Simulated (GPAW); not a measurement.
# 1T-SnSe2 monolayer: work function by functional and basis, part 2 of 2

Wanted: work functions and dipole of 1T-SnSe2 monolayer, with the cost of each level. Where a layer proves gapped, the work function hangs on where the smearing puts the Fermi level, and the band edges take its place.

GPAW 26.7.0; GPAW, PAW setups; layer in a repeated cell with vacuum, relaxation of atoms and in-plane cell (the session's first sound run).

So far, upper work function (eV): step 3 (plane waves, PBE) 5.62; step 4 (LDA) 5.89; step 5 (RPBE) 5.51.

### 6. Self-consistent run: xc = "vdW-DF2"

Level of this step: GPAW, PAW setups; slab in vacuum (GPAW).

The same geometry under vdW-DF2, to see how far the functional moves the levels against the vacuum (the van der Waals functionals take revPBE setups).

Contents of run.py:

```python
import json
import numpy as np
from ase import Atoms
from gpaw import GPAW, PW

slab = Atoms(
    ['Se', 'Sn', 'Se'],
    positions=[
        [1.93202, 1.11545, 7.00000],
        [-0.00000, -0.00000, 8.59374],
        [-0.00000, 2.23091, 10.18749]],
    cell=[[3.86405, 0.0, 0.0], [-1.93202, 3.34636, 0.0], [0.0, 0.0, 17.1875]],
    pbc=[True, True, False])

slab.calc = GPAW(mode=PW(400), xc='vdW-DF2', kpts={'size': (9, 9, 1), 'gamma': True},
                 occupations={'name': 'fermi-dirac', 'width': 0.05}, nbands='200%',
                 convergence={'density': 1e-05}, maxiter=200,
                 poissonsolver={'dipolelayer': 'xy'},
                 symmetry={'tolerance': 1e-3}, txt='slab.txt')
result = {}
energy = slab.get_potential_energy()
fermi = slab.calc.get_fermi_level()
v = slab.calc.get_electrostatic_potential().mean((0, 1)) - fermi
n = slab.calc.get_pseudo_density().mean((0, 1))
L = slab.cell[2, 2]
z = np.arange(len(v)) * L / len(v)
low, high = slab.positions[:, 2].min(), slab.positions[:, 2].max()
below, above = np.interp([low - 4.8, high + 4.8], z, v)
slopes = [np.interp(x, z, np.gradient(v, z)) for x in (low - 4.8, high + 4.8)]
eps = np.array([[slab.calc.get_eigenvalues(k, s) for k in range(len(slab.calc.get_ibz_k_points()))]
                for s in range(slab.calc.get_number_of_spins())]) - fermi
top, bottom = eps[eps < 0].max(), eps[eps > 0].min()
dipole = slab.get_dipole_moment()[2]
print(f'energy {energy:.4f} eV, Fermi level {fermi:.4f} eV, dipole {dipole:.5f} e A')
print(f'potential 4.8 A off the faces, from the Fermi level: lower {below:.4f} eV, upper {above:.4f} eV')
print(f'slope of the potential there: lower {slopes[0]:.5f}, upper {slopes[1]:.5f} eV/A')
print(f'nearest levels on the mesh: {top:.4f} and {bottom:.4f} eV')
print('magnetic moment', round(slab.get_magnetic_moment(), 3))
result.update(energy=energy, fermi=fermi, dipole=dipole, below=below, above=above, slopes=slopes, edges=[top, bottom],
              z=z.tolist(), v=v.tolist(), n=n.tolist(), positions=slab.positions.tolist(),
              forces=slab.get_forces(apply_constraint=False).tolist(), moments=slab.get_magnetic_moments().tolist())
json.dump(result, open('result.json', 'w'))
```

The run is started by

```sh
OMP_NUM_THREADS=1 OPENBLAS_NUM_THREADS=1 python run.py
```

Output:

```text
energy -243.1507 eV, Fermi level -2.0045 eV, dipole 0.00008 e A
potential 4.8 A off the faces, from the Fermi level: lower 5.9828 eV, upper 5.9848 eV
slope of the potential there: lower -0.00045, upper 0.00045 eV/A
nearest levels on the mesh: -0.3991 and 0.3816 eV
magnetic moment 0.0
```

It took 24 s on 1 thread of Arm Neoverse V2, shared host; peak memory 0.33 GiB.

This step gave:

| Property | Result |
| --- | --- |
| dipole along the normal | 8.02e-5 e·Å |
| levels nearest the Fermi level on the mesh | -0.3991, 0.3816 eV from the Fermi level |
| upper work function | 5.985 eV |
| lower work function | 5.983 eV |
| upper ionisation energy | 6.384 eV |

Table of electrostatic potential energy of an electron (without an applied field's), less the Fermi level, planar mean by z:

z (Å), electrostatic potential energy of an electron (without an applied field's), less the Fermi level, planar mean (eV) and a bar from the least value:
```
      0.0        6.0 ##############################
      0.5        6.0 ##############################
      1.0        6.0 ##############################
      1.5        6.0 ##############################
      2.0        6.0 ##############################
      2.5        6.0 ##############################
      3.0        6.0 ##############################
      3.5        6.0 ##############################
      4.0        6.0 ##############################
      4.5        5.9 ##############################
      5.0        5.8 ##############################
      5.5        5.4 #############################
      6.0        3.7 ###########################
      6.5       -2.9 #################
      7.0      -13.6 #
      7.5       -5.7 #############
      8.0       -5.9 ############
      8.5      -14.1 
      9.0       -9.1 ########
      9.5       -4.1 ###############
     10.0      -11.8 ###
     10.5       -7.6 ##########
     11.0        2.1 ########################
     11.5        5.0 #############################
     12.0        5.8 ##############################
     12.5        5.9 ##############################
     13.0        6.0 ##############################
     13.5        6.0 ##############################
     14.0        6.0 ##############################
     14.5        6.0 ##############################
     15.0        6.0 ##############################
     15.5        6.0 ##############################
     16.0        6.0 ##############################
     16.5        6.0 ##############################
     17.0        6.0 ##############################
```

The highest filled level lies 0.399 eV under the Fermi level, so the ionisation energy from the upper face is 5.985 + 0.399 = 6.384 eV, against 6.053 eV in the base run.

### 7. Self-consistent run: xc = "revPBE"

The same geometry under revPBE, to see how far the functional moves the levels against the vacuum.

Edit run.py of step 6 so:

```diff
@@ -14,3 +14,3 @@
 
-slab.calc = GPAW(mode=PW(400), xc='vdW-DF2', kpts={'size': (9, 9, 1), 'gamma': True},
+slab.calc = GPAW(mode=PW(400), xc='revPBE', kpts={'size': (9, 9, 1), 'gamma': True},
                  occupations={'name': 'fermi-dirac', 'width': 0.05}, nbands='200%',
```

Output:

```text
energy -11.1372 eV, Fermi level -1.6719 eV, dipole 0.00008 e A
potential 4.8 A off the faces, from the Fermi level: lower 5.5086 eV, upper 5.5105 eV
slope of the potential there: lower -0.00018, upper 0.00018 eV/A
nearest levels on the mesh: -0.4644 and 0.4471 eV
magnetic moment 0.0
```

Elapsed: 18 s, on 1 thread; peak memory 0.19 GiB.

Numbers from this step:

```
dipole along the normal                    : 8.05e-5 e·Å
levels nearest the Fermi level on the mesh : -0.4644, 0.4471 eV from the Fermi level
upper work function                        : 5.511 eV
lower work function                        : 5.509 eV
upper ionisation energy                    : 5.975 eV
```

The electrostatic potential energy of an electron (without an applied field's), less the Fermi level, planar mean by z:

z (Å), electrostatic potential energy of an electron (without an applied field's), less the Fermi level, planar mean (eV) and a bar from the least value:
```
      0.0        5.5 ##############################
      0.5        5.5 ##############################
      1.0        5.5 ##############################
      1.5        5.5 ##############################
      2.0        5.5 ##############################
      2.5        5.5 ##############################
      3.0        5.5 ##############################
      3.5        5.5 ##############################
      4.0        5.5 ##############################
      4.5        5.5 ##############################
      5.0        5.4 ##############################
      5.5        5.0 #############################
      6.0        3.4 ###########################
      6.5       -3.1 #################
      7.0      -13.7 
      7.5       -5.7 #############
      8.0       -5.8 #############
      8.5      -14.0 
      9.0       -9.0 ########
      9.5       -4.1 ###############
     10.0      -11.9 ###
     10.5       -7.8 ##########
     11.0        1.9 ########################
     11.5        4.7 #############################
     12.0        5.3 ##############################
     12.5        5.5 ##############################
     13.0        5.5 ##############################
     13.5        5.5 ##############################
     14.0        5.5 ##############################
     14.5        5.5 ##############################
     15.0        5.5 ##############################
     15.5        5.5 ##############################
     16.0        5.5 ##############################
     16.5        5.5 ##############################
     17.0        5.5 ##############################
```

The highest filled level lies 0.464 eV under the Fermi level, so the ionisation energy from the upper face is 5.511 + 0.464 = 5.975 eV, against 6.053 eV in the base run.

### 8. OptPBE vdW: xc = "optPBE-vdW"

The same geometry under optPBE-vdW, to see how far the functional moves the levels against the vacuum (the van der Waals functionals take revPBE setups).

Edit run.py of step 7 so:

```diff
@@ -14,3 +14,3 @@
 
-slab.calc = GPAW(mode=PW(400), xc='revPBE', kpts={'size': (9, 9, 1), 'gamma': True},
+slab.calc = GPAW(mode=PW(400), xc='optPBE-vdW', kpts={'size': (9, 9, 1), 'gamma': True},
                  occupations={'name': 'fermi-dirac', 'width': 0.05}, nbands='200%',
```

Output:

```text
energy -50.6125 eV, Fermi level -1.9186 eV, dipole 0.00008 e A
potential 4.8 A off the faces, from the Fermi level: lower 5.8265 eV, upper 5.8284 eV
slope of the potential there: lower -0.00021, upper 0.00021 eV/A
nearest levels on the mesh: -0.4383 and 0.4211 eV
magnetic moment 0.0
```

Run time: 24 s. Hardware: 1 thread; peak memory 0.33 GiB.

Numbers from this step:

```
dipole along the normal                    : 8.06e-5 e·Å
levels nearest the Fermi level on the mesh : -0.4383, 0.4211 eV from the Fermi level
upper work function                        : 5.828 eV
lower work function                        : 5.826 eV
upper ionisation energy                    : 6.267 eV
```

The electrostatic potential energy of an electron (without an applied field's), less the Fermi level, planar mean by z:

```csv
z (Å),"electrostatic potential energy of an electron (without an applied field's), less the Fermi level, planar mean (eV)"
0.0,5.83
0.5,5.83
1.0,5.83
1.5,5.83
2.0,5.83
2.5,5.83
3.0,5.83
3.5,5.82
4.0,5.82
4.5,5.79
5.0,5.70
5.5,5.30
6.0,3.63
6.5,-2.90
7.0,-13.6
7.5,-5.60
8.0,-5.78
8.5,-14.0
9.0,-8.95
9.5,-4.00
10.0,-11.8
10.5,-7.64
11.0,2.07
11.5,4.93
12.0,5.61
12.5,5.77
13.0,5.82
13.5,5.83
14.0,5.83
14.5,5.83
15.0,5.83
15.5,5.83
16.0,5.83
16.5,5.83
17.0,5.83
```

The highest filled level lies 0.438 eV under the Fermi level, so the ionisation energy from the upper face is 5.828 + 0.438 = 6.267 eV, against 6.053 eV in the base run.

### 9. Real-space grid: mode = "fd"

A real-space grid is a second complete basis, so it checks the plane-wave result.

Edit run.py of step 8 so:

```diff
@@ -3,3 +3,3 @@
 from ase import Atoms
-from gpaw import GPAW, PW
+from gpaw import GPAW
 
@@ -14,3 +14,3 @@
 
-slab.calc = GPAW(mode=PW(400), xc='optPBE-vdW', kpts={'size': (9, 9, 1), 'gamma': True},
+slab.calc = GPAW(mode='fd', h=0.18, xc='PBE', kpts={'size': (9, 9, 1), 'gamma': True},
                  occupations={'name': 'fermi-dirac', 'width': 0.05}, nbands='200%',
```

Output:

```text
energy -12.0618 eV, Fermi level -5.6129 eV, dipole -0.00006 e A
potential 4.8 A off the faces, from the Fermi level: lower 5.6118 eV, upper 5.6138 eV
slope of the potential there: lower -0.00009, upper 0.00009 eV/A
nearest levels on the mesh: -0.4382 and 0.4212 eV
magnetic moment 0.0
```

Elapsed: 74 s, on 1 thread; peak memory 0.5 GiB.

Numbers from this step:

```yaml
dipole_along_the_normal: -5.59e-5 e·Å
levels_nearest_the_fermi_level_on_the_mesh: -0.4382, 0.4212 eV from the Fermi level
upper_work_function: 5.614 eV
lower_work_function: 5.612 eV
upper_ionisation_energy: 6.052 eV
```

The highest filled level lies 0.438 eV under the Fermi level, so the ionisation energy from the upper face is 5.614 + 0.438 = 6.052 eV, against 6.053 eV in the base run.

### 10. Atomic orbitals: mode = "lcao"

Atom-centred orbitals end a few angstrom from the surface, which tests how much the density's tail matters.

Edit run.py of step 9 so:

```diff
@@ -14,4 +14,4 @@
 
-slab.calc = GPAW(mode='fd', h=0.18, xc='PBE', kpts={'size': (9, 9, 1), 'gamma': True},
-                 occupations={'name': 'fermi-dirac', 'width': 0.05}, nbands='200%',
+slab.calc = GPAW(mode='lcao', basis='dzp', h=0.18, xc='PBE', kpts={'size': (9, 9, 1), 'gamma': True},
+                 occupations={'name': 'fermi-dirac', 'width': 0.05}, nbands='120%',
                  convergence={'density': 1e-05}, maxiter=200,
```

Output:

```text
energy -11.1855 eV, Fermi level -5.4180 eV, dipole -0.00006 e A
potential 4.8 A off the faces, from the Fermi level: lower 5.4170 eV, upper 5.4190 eV
slope of the potential there: lower 0.00000, upper 0.00000 eV/A
nearest levels on the mesh: -0.4562 and 0.4409 eV
magnetic moment 0.0
```

It took 19 s on 1 thread; peak memory 0.27 GiB.

This step gave:

```yaml
dipole_along_the_normal: -5.61e-5 e·Å
levels_nearest_the_fermi_level_on_the_mesh: -0.4562, 0.4409 eV from the Fermi level
upper_work_function: 5.419 eV
lower_work_function: 5.417 eV
upper_ionisation_energy: 5.875 eV
```

The highest filled level lies 0.456 eV under the Fermi level, so the ionisation energy from the upper face is 5.419 + 0.456 = 5.875 eV, against 6.053 eV in the base run.

### 11. All levels side by side

Times are for 1 thread of Arm Neoverse V2, shared host. Results by setting:

| no. | run | upper ionisation energy (eV) | time | memory (GiB) |
| --- | --- | --- | --- | --- |
| 1 | pw | 6.053 | 18 s | 0.19 |
| 2 | LDA | 6.261 | 19 s | 0.18 |
| 3 | RPBE | 5.982 | 18 s | 0.19 |
| 4 | vdW DF2 | 6.384 | 24 s | 0.33 |
| 5 | revPBE | 5.975 | 18 s | 0.19 |
| 6 | optPBE vdW | 6.267 | 24 s | 0.33 |
| 7 | fd | 6.052 | 74 s | 0.5 |
| 8 | lcao | 5.875 | 19 s | 0.27 |

### 12. Side by side

Results and costs are gathered.

This step: comparison of work functions, dipole and cost (GPAW 26.7.0).

Ladder, by row:

```
      step  code  work function, upper (eV)  work function, lower (eV)  dipole (e Å)  wall time (s)  peak memory (GiB)  threads
        pw  GPAW                      5.617                      5.615       8.08e-5          17.91               0.19        1
       LDA  GPAW                      5.892                       5.89       8.23e-5          19.01               0.18        1
      RPBE  GPAW                      5.509                      5.507       8.04e-5          18.14               0.19        1
   vdW-DF2  GPAW                      5.985                      5.983       8.02e-5          23.56               0.33        1
    revPBE  GPAW                      5.511                      5.509       8.05e-5          17.98               0.19        1
optPBE-vdW  GPAW                      5.828                      5.826       8.06e-5          23.61               0.33        1
        fd  GPAW                      5.614                      5.612      -5.59e-5          74.12                0.5        1
      lcao  GPAW                      5.419                      5.417      -5.61e-5           18.9               0.27        1
```

### 13. A changed run

One more run, with changed settings.

This step: GPAW, PAW setups; slab in vacuum (GPAW 26.7.0).

Edit run.py of step 10 so:

```diff
@@ -3,3 +3,3 @@
 from ase import Atoms
-from gpaw import GPAW
+from gpaw import GPAW, PW
 
@@ -12,7 +12,7 @@
     cell=[[3.86405, 0.0, 0.0], [-1.93202, 3.34636, 0.0], [0.0, 0.0, 17.1875]],
-    pbc=[True, True, False])
+    pbc=[True, True, True])
 
-slab.calc = GPAW(mode='lcao', basis='dzp', h=0.18, xc='PBE', kpts={'size': (9, 9, 1), 'gamma': True},
-                 occupations={'name': 'fermi-dirac', 'width': 0.05}, nbands='120%',
-                 convergence={'density': 1e-05}, maxiter=200,
+slab.calc = GPAW(mode=PW(400), xc='PBE', kpts={'size': (9, 9, 1), 'gamma': True},
+                 occupations={'name': 'fermi-dirac', 'width': 0.05}, nbands='200%',
+                 convergence={'density': 1e-05}, maxiter=50,
                  poissonsolver={'dipolelayer': 'xy'},
```

Output:

```text
AssertionError
```

Wall time 0.75 s (1 thread); peak memory 0.13 GiB.

The program refused the input before any cycle.

The fault put into the input: a dipole layer in a cell that repeats along the normal (pbc_z = true).

### 14. What came out

* work function, both faces (Fermi level placed in the gap by the smearing): 5.62 eV
* ionisation energy from the upper face (highest filled level on the mesh): 6.05 eV
* electron affinity from the upper face (lowest empty Kohn-Sham level on the mesh): 5.20 eV
* dipole along the normal: 8.1e-5 e Å, near the numerical noise

What this shows: With plane waves and PBE the ionisation energy from the upper face is 6.05 eV and the Kohn-Sham electron affinity 5.20 eV. The levels nearest the Fermi level on the mesh lie 0.856 eV apart, so the slab is gapped there: the smearing puts the Fermi level inside the gap, and from either face the ionisation energy is the work function plus 0.44 eV. Both are Kohn-Sham levels on the mesh, and semilocal gaps are too small, so the affinity tends to come out too large and the ionisation energy too small. Work functions of a gapped slab move with the place of the Fermi level in the gap; over the runs without a planted fault the highest filled level on the mesh lies 5.88 (lcao) to 6.38 eV (vdW-DF2) under the upper vacuum level. The layer's cell and atoms come from the relaxation; spin-orbit coupling and temperature are left out.

[Logs are printed without paths, hosts, clocks, repeated set-up lines and the standing remarks that a program may print on its own settings, such as how far it seeks lower states.]

[Hosts, paths, dates, database ids (printed as entryN), source tags and the programs' standing remarks are cut or masked in the printed files.]
